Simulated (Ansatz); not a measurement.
# ZrSi2N4 monolayer in a perpendicular field

Wanted: the out-of-plane response of the ZrSi2N4 monolayer. A positive field points along +c.

Method: plane-wave DFT, PBE-D3(BJ), Ansatz PAW (set soft_1); PAW set soft_1, in Ansatz 0.2.0.

This is a report of a sequence of runs, with most program output left out.

**1. The starting structure**

The cell holds 7 atoms: 4 N, 2 Si and 1 Zr. Cell: a = 2.920 Å, b = 2.920 Å, c = 45.964 Å, α = 90.0°, β = 90.0°, γ = 120.0°. Vacuum lies along c.

As a file:

```xyz
7
Lattice="2.9200 0.0000 0.0000 -1.4600 2.5288 0.0000 0.0000 0.0000 45.9642" Properties=species:S:1:pos:R:3
N     0.0000    0.0000   19.2500
Si    0.0000    1.6859   19.7194
N     0.0000    1.6859   21.4694
Zr    0.0000    0.0000   22.9821
N     0.0000    1.6859   24.4947
Si    0.0000    1.6859   26.2447
N     0.0000    0.0000   26.7142
```

**2. Relaxing the slab**

The starting cell is a guess, so the in-plane lattice and the atoms are relaxed first, with the slab cut off from its images along the normal.

The input, input.yaml:

```yaml
crystal:
  lattice:
    - [2.92, 0.0, 0.0]
    - [-1.46, 2.5287941791, 0.0]
    - [0.0, 0.0, 45.9641524286]
  atoms:
    - { symbol: "N", position: [0.0, 0.0, 0.4188046332] }
    - { symbol: Si, position: [0.3333333333, 0.6666666667, 0.4290176418] }
    - { symbol: "N", position: [0.3333333333, 0.6666666667, 0.4670907903] }
    - { symbol: Zr, position: [0.0, 0.0, 0.5] }
    - { symbol: "N", position: [0.3333333333, 0.6666666667, 0.5329092097] }
    - { symbol: Si, position: [0.3333333333, 0.6666666667, 0.5709823582] }
    - { symbol: "N", position: [0.0, 0.0, 0.5811953668] }
  periodic: [true, true, false]
kpoints:
  mp_grid: { grid: [12, 12, 1] }
hamiltonian:
  xc: pbe
  dispersion: d3bj
  pseudopotentials: { kind: paw, azcp: { folder: soft_1 } }
scf:
  occupations: { method: fermi_dirac, width: 0.05 }
  convergence: { dr2_threshold: 1.0e-09 }
relax:
  f_tol: 0.004
  max_steps: 90
  cell: {}
output:
  write_potential: true
  write_density: true
  volumetric_format: npy
```

Command:

```bash
$ ansatz run input.yaml --threads 2 --pin off --max-ram 3072MiB --backend cpu --events-out ev --progress --plain --runs-dir out
```

The job ended after 87 s (2 threads of Arm Neoverse V2, shared host; peak memory 0.61 GiB).

Relaxation path:

| step | energy less that of the first step (eV) | largest force component (eV/Å) | volume (Å³) |
| --- | --- | --- | --- |
| 1 | 0.0000 | 3.4547 | 339.40 |
| 2 | -1.1968 | 0.8555 | 348.20 |
| 3 | -1.3823 | 0.6807 | 362.17 |
| 4 | -1.3990 | 0.2092 | 364.90 |
| 5 | -1.4005 | 0.0132 | 364.98 |
| 6 | -1.4005 | 0.0001 | 364.93 |
| 7* | -1.4146 | 0.0008 | 364.93 |
| 8 | -1.4146 | 0.0015 | 365.38 |
| 9* | -1.4148 | 0.0015 | 365.38 |

Relaxation steps marked * repeat the geometry before them on a plane-wave basis chosen anew for their cell, so energy and pressure can jump there.

The run keeps the 12 symmetry operations that it works with, so distortions that break them were not tested.

| cell as run | before | after | change |
| --- | --- | --- | --- |
| a (Å) | 2.920 | 3.030 | +3.8 % |
| b (Å) | 2.920 | 3.030 | +3.8 % |

The atoms that moved most (Å, along periodic axes as changes of fractional coordinates times the final cell, across vacuum about the mean position):

| atom | dx | dy | dz | length |
| --- | --- | --- | --- | --- |
| Si6 | 0.000 | 0.000 | -0.264 | 0.264 |
| Si2 | 0.000 | 0.000 | 0.264 | 0.264 |
| N1 | 0.000 | 0.000 | 0.256 | 0.256 |
| N7 | 0.000 | 0.000 | -0.256 | 0.256 |
| N5 | 0.000 | 0.000 | -0.251 | 0.251 |
| N3 | 0.000 | 0.000 | 0.251 | 0.251 |

Final coordinates:

```cif
data_structure
_symmetry_space_group_name_H-M 'P 1'
_symmetry_Int_Tables_number 1
_cell_length_a 3.0297
_cell_length_b 3.0297
_cell_length_c 45.9642
_cell_angle_alpha 90.000
_cell_angle_beta 90.000
_cell_angle_gamma 120.000
_cell_volume 365.38
loop_
_atom_site_label
_atom_site_type_symbol
_atom_site_fract_x
_atom_site_fract_y
_atom_site_fract_z
_atom_site_occupancy
N1 N 0.00000 0.00000 0.42437 1
Si2 Si 0.33333 0.66667 0.43476 1
N3 N 0.33333 0.66667 0.47254 1
Zr4 Zr 0.00000 0.00000 0.50000 1
N5 N 0.33333 0.66667 0.52746 1
Si6 Si 0.33333 0.66667 0.56524 1
N7 N 0.00000 0.00000 0.57563 1
```

The lattice constant a goes from 2.920 to 3.030 Å.

**3. Atoms held, field 0**

A sawtooth potential applies the field, turning back in the middle of the vacuum. With the dipole correction the typed value is the field outside the slab. The induced dipole is small, so the SCF threshold is tight.

The cell differs from the one that the last finished run ended in (c 45.964 → 24.953 Å).

The input, input.yaml:

```yaml
crystal:
  lattice:
    - [3.0296955099, 0.0, 0.0]
    - [-1.5148477549, 2.6237932773, 0.0]
    - [0.0, 0.0, 24.9527680673]
  atoms:
    - { symbol: "N", position: [0.0, 0.0, 0.3606814272] }
    - { symbol: Si, position: [0.3333333333, 0.6666666667, 0.3798227084] }
    - { symbol: "N", position: [0.3333333333, 0.6666666667, 0.4494245543] }
    - { symbol: Zr, position: [0.0, 0.0, 0.5] }
    - { symbol: "N", position: [0.3333333333, 0.6666666667, 0.5505754457] }
    - { symbol: Si, position: [0.3333333333, 0.6666666667, 0.6201772916] }
    - { symbol: "N", position: [0.0, 0.0, 0.6393185728] }
kpoints:
  mp_grid: { grid: [18, 18, 1] }
  band_path:
    path: [[0, 0, 0], [0.5, 0, 0], [0.33333333, 0.33333333, 0], [0, 0, 0]]
    npoints: 16
hamiltonian:
  xc: pbe
  dispersion: d3bj
  pseudopotentials: { kind: paw, azcp: { folder: soft_1 } }
scf:
  occupations: { method: fermi_dirac, width: 0.02585 }
  convergence: { dr2_threshold: 1.0e-10 }
efield:
  axis: 3
  dipole_correction: true
  ramp_position: 0.97
  ramp_width: 0.06
  amplitude: 0
output:
  dos: { projected: true, e_range: [-6, 5] }
  write_potential: true
  write_density: true
  volumetric_format: npy
  elf: true
```

Wall time 22 s (2 threads); peak memory 0.53 GiB.

Numbers from this step:

```
gap on the k-mesh                  : 1.284 eV
dipole along the normal            : 2.29e-6 e·Å
gap along the path                 : 1.282 eV
smallest direct gap along the path : 1.804 eV
ionisation energy, upper face      : 6.196 eV
electron affinity, upper face      : 4.914 eV
gap, the smaller of path and mesh  : 1.282 eV
```

Running mean over a fixed 2.6 Å (it still follows the layers) of the planar mean; the ramp of the sawtooth is left out. The electron's electrostatic potential energy less the Fermi level by z:

| z (Å) | electron's electrostatic potential energy less the Fermi level (eV) |
| --- | --- |
| 3.5 | 5.59 |
| 4.0 | 5.59 |
| 4.5 | 5.59 |
| 5.0 | 5.59 |
| 5.5 | 5.59 |
| 6.0 | 5.57 |
| 6.5 | 5.49 |
| 7.0 | 5.10 |
| 7.5 | 3.20 |
| 8.0 | -0.814 |
| 8.5 | -4.26 |
| 9.0 | -6.33 |
| 9.5 | -7.20 |
| 10.0 | -7.91 |
| 10.5 | -6.91 |
| 11.0 | -7.14 |
| 11.5 | -9.32 |
| 12.0 | -11.5 |
| 12.5 | -12.3 |
| 13.0 | -11.4 |
| 13.5 | -9.08 |
| 14.0 | -6.99 |
| 14.5 | -7.03 |
| 15.0 | -7.91 |
| 15.5 | -7.11 |
| 16.0 | -6.20 |
| 16.5 | -3.99 |
| 17.0 | -0.424 |
| 17.5 | 3.48 |
| 18.0 | 5.17 |
| 18.5 | 5.50 |
| 19.0 | 5.57 |
| 19.5 | 5.59 |
| 20.0 | 5.59 |
| 20.5 | 5.59 |
| 21.0 | 5.59 |
| 21.5 | 5.59 |

The density of states has structure finer than the step of the table below, so its rows give means over 0.25 eV, whole bins alone (the curve runs from -6 to 2.66 eV). Peaks (eV: height): -5.970: 7.45, -5.040: 7.86, -4.810: 10.8, -2.420: 7.71, -1.640: 12.8, -1.450: 6.97, 0.700: 12.5.

Density of states against energy, zero at the Fermi level of the run, which the smearing sets inside the gap; means over each step:

| energy (eV) | density of states (states/eV a cell) |
| --- | --- |
| -5.75 | 2.02 |
| -5.50 | 3.06 |
| -5.25 | 4.22 |
| -5.00 | 4.27 |
| -4.75 | 6.95 |
| -4.50 | 3.38 |
| -4.25 | 3.74 |
| -4.00 | 4.11 |
| -3.75 | 2.70 |
| -3.50 | 1.47 |
| -3.25 | 1.64 |
| -3.00 | 2.42 |
| -2.75 | 4.07 |
| -2.50 | 4.87 |
| -2.25 | 3.82 |
| -2.00 | 4.18 |
| -1.75 | 5.32 |
| -1.50 | 6.82 |
| -1.25 | 1.72 |
| -1.00 | 0.872 |
| -0.75 | 0.748 |
| -0.50 | 0.0227 |
| -0.25 | 0 |
| 0.00 | 0 |
| 0.25 | 0 |
| 0.50 | 0 |
| 0.75 | 4.78 |
| 1.00 | 1.76 |
| 1.25 | 0.711 |
| 1.50 | 0.406 |
| 1.75 | 0 |

Projected DOS per atom over height of the atomic layer and energy from the Fermi level. Layers: N Si N Zr N Si N from below.

Values in states/eV, 22 rows by 7 columns, each cell a mean:
```
0.00 0.00 0.00 0.00 0.00 0.00 0.00
0.00 0.00 0.00 0.00 0.00 0.00 0.00
0.01 0.01 0.02 0.15 0.02 0.01 0.01
0.01 0.01 0.05 0.59 0.05 0.01 0.01
0.08 0.05 0.24 2.96 0.24 0.05 0.08
0.01 0.00 0.02 0.23 0.02 0.00 0.01
0.00 0.00 0.00 0.00 0.00 0.00 0.00
0.00 0.00 0.00 0.00 0.00 0.00 0.00
0.12 0.00 0.14 0.01 0.14 0.00 0.12
0.21 0.01 0.24 0.04 0.24 0.01 0.21
1.26 0.04 1.61 0.33 1.61 0.04 1.26
0.69 0.03 1.12 0.48 1.12 0.03 0.69
0.77 0.05 1.03 0.60 1.03 0.05 0.77
0.64 0.07 1.01 0.62 1.01 0.07 0.64
0.28 0.05 0.63 0.35 0.63 0.05 0.28
0.17 0.03 0.37 0.35 0.37 0.03 0.17
0.61 0.13 0.60 0.55 0.60 0.13 0.61
0.73 0.19 0.75 0.50 0.75 0.19 0.73
1.14 0.38 0.81 0.51 0.81 0.38 1.14
0.95 0.44 0.76 0.45 0.76 0.44 0.95
0.64 0.34 0.53 0.40 0.53 0.34 0.64
0.57 0.33 0.48 0.47 0.48 0.33 0.57
```
Columns: height of the atomic layer (Å) from 9 to 16.0 (not evenly spaced); rows upwards: energy from the Fermi level (eV) from -5.96 to 2.59.

Electronic bands along the path, in eV, zero at the Fermi level of the run, which the smearing sets inside the gap:

| point | band 17 | band 18 | band 19 | band 20 | band 21 | band 22 | band 23 | band 24 |
| --- | --- | --- | --- | --- | --- | --- | --- | --- |
| Γ | -2.86 | -1.71 | -1.69 | -1.69 | 1.49 | 3.36 | 3.62 | 4.28 |
| halfway | -2.40 | -2.39 | -2.01 | -1.63 | 0.83 | 3.57 | 3.86 | 4.75 |
| M | -3.01 | -1.74 | -1.69 | -1.29 | 0.76 | 2.75 | 2.90 | 5.90 |
| halfway | -2.94 | -2.18 | -1.44 | -1.04 | 0.92 | 4.16 | 4.22 | 4.92 |
| K | -3.37 | -3.07 | -1.36 | -0.61 | 1.23 | 4.06 | 4.74 | 6.01 |
| halfway | -2.46 | -1.87 | -1.85 | -1.59 | 0.71 | 4.16 | 4.72 | 4.97 |
| Γ | -2.86 | -1.71 | -1.69 | -1.69 | 1.49 | 3.36 | 3.62 | 4.28 |

Electrostatic potential energy in the ca plane at fractional y = 0.667, with atoms of Si and N within 0.2 Å of it. With pseudopotentials it is smooth inside the atoms' cores, unlike the true potential.

Values in eV, 5 rows by 16 columns, each cell a mean:
```
  6   6   6   6   6   6   6   2   0   3  -4 -21  -1   3  -1   3
  6   6   6   6   6   6   6   0  -8   1  -3 -12  -1   0  -8   2
  6   6   6   6   6   6   5 -12 -29 -16 -20  -2 -25 -17 -29  -5
  6   6   6   6   6   6   5 -15 -26 -23 -26  -1 -32 -23 -26  -7
  6   6   6   6   6   6   6  -3 -18  -2  -6  -8  -6  -4 -18   0
```
Columns run along c (16.0 Å, from fractional 0.05 to 0.69 of the cell; values clipped at the 3rd and 97th percentile), rows up along a (3.0 Å). Atoms in or near the plane, at fractional coordinates: Si at (0.38, 0.33), N at (0.45, 0.33), N at (0.55, 0.33), Si at (0.62, 0.33).

Valence density in the ca plane at fractional y = 0.667, with atoms of Si and N within 0.2 Å of it. It is the smooth field of the valence electrons, not physical close to the nuclei.

Values in e/Å³, 5 rows by 16 columns, each cell a mean:
```
0.0 0.0 0.0 0.0 0.2 0.5 0.2 0.2 0.7 0.4 0.1 0.3 0.5 0.1 0.0 0.0
0.0 0.0 0.0 0.0 0.1 0.5 0.2 0.4 0.5 0.5 0.3 0.3 0.4 0.1 0.0 0.0
0.0 0.0 0.0 0.0 0.1 0.3 0.6 2.2 0.6 1.4 1.7 0.3 0.3 0.0 0.0 0.0
0.0 0.0 0.0 0.0 0.1 0.2 0.7 2.9 0.7 1.8 2.2 0.3 0.2 0.0 0.0 0.0
0.0 0.0 0.0 0.0 0.1 0.4 0.3 0.8 0.5 0.7 0.6 0.3 0.4 0.0 0.0 0.0
```
Columns run along c (16.0 Å, from fractional 0.15 to 0.80 of the cell), rows up along a (3.0 Å). Atoms in or near the plane, at fractional coordinates: Si at (0.38, 0.33), N at (0.45, 0.33), N at (0.55, 0.33), Si at (0.62, 0.33).

ELF in the ca plane at fractional y = 0.667, with atoms of Si and N within 0.2 Å of it. It is the smooth field of the valence electrons, not physical close to the nuclei.

Ten even steps from '0' (0.00) to '9' (0.85), each cell a mean:
```
00000000000000000135777621121246412211377765
00000000000000000135777621111256411101377765
00000000000000000124688633576322246642478764
00000000000000000012565347999731499986346642
00000000000000000001323259945852684599332221
00000000000000000001223359935852683599432221
00000000000000000012465348989831599997335542
00000000000000000024688633677422257753478763
```
Columns run along c (16.0 Å, from fractional 0.05 to 0.69 of the cell), rows up along a (3.0 Å). Atoms in or near the plane, at fractional coordinates: Si at (0.38, 0.33), N at (0.45, 0.33), N at (0.55, 0.33), Si at (0.62, 0.33).

The gap is 1.28 eV, with the valence edge 6.20 eV and the conduction edge 4.91 eV under the upper vacuum level.

**4. Atoms held, field 0.1 V/Å**

Changes to input.yaml since step 3:

```diff
@@ -28,7 +28,6 @@
   dipole_correction: true
-  ramp_position: 0.97
-  ramp_width: 0.06
-  amplitude: 0
+  ramp_position: 0.9363
+  ramp_width: 0.1274
+  amplitude: 0.1
 output:
-  dos: { projected: true, e_range: [-6, 5] }
   write_potential: true
@@ -36,2 +35 @@
   volumetric_format: npy
-  elf: true
```

Elapsed: 23 s, on 2 threads; peak memory 0.5 GiB.

The dipole is 0.0353 e·Å, and the gap 1.281 eV.

**5. Atoms held, field -0.1 V/Å**

Changes to input.yaml since step 4:

```diff
@@ -30,3 +30,3 @@
   ramp_width: 0.1274
-  amplitude: 0.1
+  amplitude: -0.1
 output:
```

Elapsed: 23 s, on 2 threads; peak memory 0.5 GiB; 45 s of CPU time.

The dipole is -0.0353 e·Å, and the gap 1.281 eV.

**6. Response, atoms held**

This step: plane-wave DFT, PBE-D3(BJ), Ansatz PAW (set soft_1); response to a field along the normal, atoms held; PAW set soft_1 (Ansatz 0.2.0).

The dipoles give the slope, and the difference of two potentials shows where the field is screened.

Numbers from this step:

```yaml
equivalent_conductor_thickness_p_eps_0ae: 8.036 Å
distance_between_the_outer_atoms: 6.953 Å
```

Dipole of the cell against applied field:

| applied field (V/Å) | dipole of the cell (e·Å) |
| --- | --- |
| -0.1000 | -0.0353 |
| 0.0000 | 2.3e-6 |
| 0.1000 | 0.0353 |

Local field over the applied field, running mean. From the potentials at -0.1 and 0.1 V/Å; running mean over 2.5 Å. Table of local field over applied field by z:

| z (Å) | local field over applied field |
| --- | --- |
| 5 | 0.998 |
| 6 | 0.980 |
| 7 | 0.855 |
| 8 | 0.545 |
| 9 | 0.263 |
| 10 | 0.148 |
| 11 | 0.109 |
| 12 | 0.0688 |
| 13 | 0.0709 |
| 14 | 0.111 |
| 15 | 0.151 |
| 16 | 0.273 |
| 17 | 0.561 |
| 18 | 0.867 |
| 19 | 0.982 |
| 20 | 0.998 |

The induced electron density oscillates, so the rows of the table below give means over windows of 1 Å about each position, cut where the curve ends. Its maxima inside the range that stand out by 2 % of the span (Å: e/Å³ per V/Å): 8.2: 0.00384, 9.1: 0.00109, 10.5: 0.00115, 11.2: 0.00128, 13.0: 0.00129, 14.0: -4.4e-4, 15.2: 0.00152, 16.1: -2.4e-4. Its minima: 8.9: 2.4e-4, 9.7: -0.00152, 11.0: 4.4e-4, 11.9: -0.00129, 13.7: -0.00128, 14.4: -0.00115, 15.8: -0.00109, 16.8: -0.00384.

Electrons, planar mean, per unit field. Induced electron density against z; means over each step:

| z (Å) | induced electron density (e/Å³ per V/Å) |
| --- | --- |
| 5 | 9.9e-6 |
| 6 | 1.1e-4 |
| 7 | 8.8e-4 |
| 8 | 0.00313 |
| 9 | 7.5e-4 |
| 10 | -2.7e-4 |
| 11 | 8.8e-4 |
| 12 | -6.4e-4 |
| 13 | 6.0e-4 |
| 14 | -8.9e-4 |
| 15 | 3.6e-4 |
| 16 | -9.0e-4 |
| 17 | -0.00310 |
| 18 | -8.1e-4 |
| 19 | -9.8e-5 |
| 20 | -8.8e-6 |

The smaller of the gaps on the path and on the k-mesh, counted as 0 under 0.03 eV. The gap stays at 1.28 eV for applied field from -0.1 to 0.1 V/Å.

By hand: between -0.1 and 0.1 V/Å the dipole changes by 0.07060 e·Å, a slope of 0.3530 e·Å²/V. A perfect conductor of thickness t has p = ε₀AEt, so t = 180.95 × 0.3530 / 7.949 = 8.04 Å (e/ε₀ = 180.95 V·Å, A in Å²).

The induced dipole is that of a conductor 8.04 Å thick.

**7. What came out**

```
gap without field                          : 1.28 eV
ionisation energy, upper face              : 6.20 eV
electron affinity, upper face              : 4.91 eV
equivalent conductor thickness, atoms held : 8.04 Å
```

The induced dipole equals that of a perfect conductor 8.04 Å thick, while the outer atoms lie 6.95 Å apart; an out-of-plane ε follows only once a thickness t is chosen, by 1 − 1/ε = 8.04 Å / t. The gap stays within 0.01 eV of 1.28 eV over the fields run, up to 0.1 V/Å in size. Semilocal functionals give gaps that are too small, and excitons are not included. Spin-orbit coupling is left out. The outer anions sit over the metal atoms, one of several polytypes of such layers and not the lowest for every compound.

[Logs are printed without paths, hosts, clocks, repeated set-up lines and the standing remarks that a program may print on its own settings, such as how far it seeks lower states.]

[Hosts, paths, dates, database ids (printed as entryN), source tags and the programs' standing remarks are cut or masked in the printed files.]

[Maps of the electrostatic potential energy from Ansatz leave out the sawtooth potential of an applied field or a dipole correction, so their vacuum need not be flat; planar profiles and work functions include it.]

[The density of states shown here was stored with 400 of the rows of the run's finer table, so its peaks can read low, often by over a quarter, or be missed, and its means over a window can be off by a tenth or more.]
